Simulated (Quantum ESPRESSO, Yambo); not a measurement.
# BaTiO3 (P4mm): G0W0 in Yambo against the screening cutoff

Wanted: the cheapest screening cutoff that holds the gap of BaTiO3 (P4mm).

Main program and level: Yambo 5.3.0; PBE and many-body steps on it, plane waves.

This is a report of a sequence of runs, with most program output left out.

## (1) Starting point

Symmetry: P4mm, No. 99, tetragonal system. The conventional cell has a = 3.990 Å, b = 3.990 Å, c = 4.023 Å, α = 90.00°, β = 90.00°, γ = 90.00°. Nearest to Ba lie 12 O at 2.80 to 2.87 Å. Nearest to Ti lie 6 O at 1.84 to 2.18 Å. O has 2 Ti at 1.84 to 2.18 Å and 4 Ba at 2.82 Å nearest. Nearest to O lie 2 Ti at 2.00 Å and 4 Ba at 2.80 to 2.87 Å. Farther neighbours and most contacts between anions are not listed.

Structure file:

```xyz
5
Lattice="3.9905 0.0000 0.0000 0.0000 3.9905 0.0000 0.0000 0.0000 4.0230" Properties=species:S:1:pos:R:3 pbc="T T T"
Ba    0.0000    0.0000    0.0000
Ti    1.9952    1.9952    2.1000
O     1.9952    1.9952    3.9385
O     1.9952    0.0000    1.9632
O     0.0000    1.9952    1.9632
```

The cell and positions come from the Crystallography Open Database and are kept as given unless a step says otherwise. Spin-orbit coupling is left out unless a step names it.

## (2) 2 Ha

This step: Yambo 5.3.0; G0W0 on PBE, plane waves, norm-conserving pseudopotentials.

Now the one-shot GW correction: screening in the RPA, then the self-energy of the levels asked for.

gw7.in reads:

```
HF_and_locXC
gw0
dyson
ppa
em1d
rim_cut
RandQpts= 1000000
RandGvec= 1 RL
EXXRLvcs= 76 Ry
VXCRLvcs= 304 Ry
Chimod= "HARTREE"
% BndsRnXp
 1 | 87 |
%
NGsBlkXp= 4 Ry
% LongDrXp
 1 | 1 | 1 |
%
% GbndRnge
 1 | 87 |
%
DysSolver= "n"
ExtendOut
PPAPntXp= 27.21138 eV
% QPkrange
 18 | 18 | 19 | 22 |
 1 | 1 | 19 | 22 |
%
```

Started as:

```sh
> OMP_NUM_THREADS=1 mpirun -n 4 yambo -F gw7.in -J gw7 -C gw7 > gw7.log
```

Wall time 97 s (4 MPI ranks of Arm Neoverse V1, shared host); peak memory 2.1 GiB; 6.4 min of CPU time.

Numbers from this step:

```yaml
g0w0_gap_on_the_points_computed: 3.435 eV
starting_gap_on_the_mesh: 1.851 eV
k_of_the_valence_top: -0.5, -0.5, -0.5
k_of_the_conduction_bottom: 0, 0, 0
least_direct_g0w0_gap_on_the_computed_points: 3.806 eV
z_at_the_valence_top: 0.7753
z_at_the_conduction_bottom: 0.7854
```

The gap on the mesh goes from 1.85 eV to 3.44 eV, a correction of +1.58 eV.

## (3) 3 Ha

gw8.in, as its differences from gw7.in of step 2:

```diff
@@ -14,3 +14,3 @@
 %
-NGsBlkXp= 4 Ry
+NGsBlkXp= 6 Ry
 % LongDrXp
```

Started as:

```sh
> OMP_NUM_THREADS=1 mpirun -n 4 yambo -F gw8.in -J gw8 -C gw8 > gw8.log
```

Elapsed: 1.7 min, on 4 MPI ranks; peak memory 2.1 GiB.

Numbers from this step:

```yaml
g0w0_gap_on_the_points_computed: 3.370 eV
starting_gap_on_the_mesh: 1.851 eV
k_of_the_valence_top: -0.5, -0.5, -0.5
k_of_the_conduction_bottom: 0, 0, 0
least_direct_g0w0_gap_on_the_computed_points: 3.741 eV
z_at_the_valence_top: 0.7710
z_at_the_conduction_bottom: 0.7826
```

Against the run before, the gap moves by −0.066 eV.

## (4) 6 Ha

gw9.in, as its differences from gw8.in of step 3:

```diff
@@ -14,3 +14,3 @@
 %
-NGsBlkXp= 6 Ry
+NGsBlkXp= 12 Ry
 % LongDrXp
```

Started as:

```sh
> OMP_NUM_THREADS=1 mpirun -n 4 yambo -F gw9.in -J gw9 -C gw9 > gw9.log
```

Run time: 4.6 min. Hardware: 4 MPI ranks; peak memory 2.1 GiB; 18 min of CPU time.

This step gave:

```yaml
g0w0_gap_on_the_points_computed: 3.367 eV
starting_gap_on_the_mesh: 1.851 eV
k_of_the_valence_top: -0.5, -0.5, -0.5
k_of_the_conduction_bottom: 0, 0, 0
least_direct_g0w0_gap_on_the_computed_points: 3.760 eV
```

Against the run before, the gap moves by −0.003 eV.

## (5) 7.5 Ha

gw10.in, as its differences from gw9.in of step 4:

```diff
@@ -14,3 +14,3 @@
 %
-NGsBlkXp= 12 Ry
+NGsBlkXp= 15 Ry
 % LongDrXp
```

Started as:

```sh
> OMP_NUM_THREADS=1 mpirun -n 4 yambo -F gw10.in -J gw10 -C gw10 > gw10.log
```

It took 8.1 min on 4 MPI ranks; peak memory 2.1 GiB.

This step gave:

- G0W0 gap on the points computed: 3.362 eV
- starting gap on the mesh: 1.851 eV
- k of the valence top: -0.5, -0.5, -0.5
- k of the conduction bottom: 0, 0, 0
- least direct G0W0 gap on the computed points: 3.759 eV

Against the run before, the gap moves by −0.004 eV.

## (6) 9.5 Ha

gw11.in, as its differences from gw10.in of step 5:

```diff
@@ -14,3 +14,3 @@
 %
-NGsBlkXp= 15 Ry
+NGsBlkXp= 19 Ry
 % LongDrXp
```

Started as:

```sh
> OMP_NUM_THREADS=1 mpirun -n 4 yambo -F gw11.in -J gw11 -C gw11 > gw11.log
```

Run time: 16 min. Hardware: 4 MPI ranks; peak memory 2.2 GiB.

This step gave:

```
G0W0 gap on the points computed              : 3.346 eV
starting gap on the mesh                     : 1.851 eV
k of the valence top                         : -0.5, -0.5, -0.5
k of the conduction bottom                   : 0, 0, 0
least direct G0W0 gap on the computed points : 3.745 eV
```

Against the run before, the gap moves by −0.016 eV.

## (7) Side by side

Times are wall times on 4 MPI ranks of Arm Neoverse V1, shared host, good to a factor of about two.

| run | mesh | bands | screening cutoff (eV) | DFT gap (eV) | gap on the mesh (eV) | direct (eV) | time |
| --- | --- | --- | --- | --- | --- | --- | --- |
| 2 Ha | 4×4×4 | 87 | 54.4 | 1.851 | 3.435 | 3.806 | 97 s |
| 3 Ha | 4×4×4 | 87 | 81.6 | 1.851 | 3.370 | 3.741 | 1.7 min |
| 6 Ha | 4×4×4 | 87 | 163.3 | 1.851 | 3.367 | 3.760 | 4.6 min |
| 7.5 Ha | 4×4×4 | 87 | 204.1 | 1.851 | 3.362 | 3.759 | 8.1 min |
| 9.5 Ha | 4×4×4 | 87 | 258.5 | 1.851 | 3.346 | 3.745 | 16 min |

## (8) Outcome

| Property | Result |
| --- | --- |
| 2 Ha | 3.435 eV |
| 3 Ha | 3.370 eV |
| 6 Ha | 3.367 eV |
| 7.5 Ha | 3.362 eV |
| 9.5 Ha | 3.346 eV |
| known limits | not at the basis limit; no spin-orbit coupling; coarse k mesh |

In words: The setting moved: screening cutoff. From 2 Ha to 9.5 Ha the gap moves by −0.09 eV, for 9.7 times the time. The last step still moves it by −0.016 eV. Bands and screening cutoff are coupled, so a series along one setting does not show full convergence. Bands and cutoff are finite, so the gap is not at the basis limit. The miss can reach some tenths of an eV and take either sign; the mesh is an error of its own. In the G0W0 runs levels were corrected at 2 k points alone, so a gap called «on the mesh» is the least over those, and an edge elsewhere would be missed. The 4×4×4 mesh is coarse for this cell, which bears on the long-range parts of exchange and screening. The many-body steps are scalar-relativistic: spin-orbit coupling is not in them.

[Paths, hosts, dates, memory and timing lines, banners, echoed tables and standing remarks are left out of the program output.]

[Logs are printed without paths, hosts, clocks, repeated set-up lines and the standing remarks that a program may print on its own settings, such as how far it seeks lower states.]

[Runs of the session that timed out or met a known fault of the program may be left out.]

[Hosts, paths, dates, database ids (printed as entryN), source tags and the programs' standing remarks are cut or masked in the printed files.]
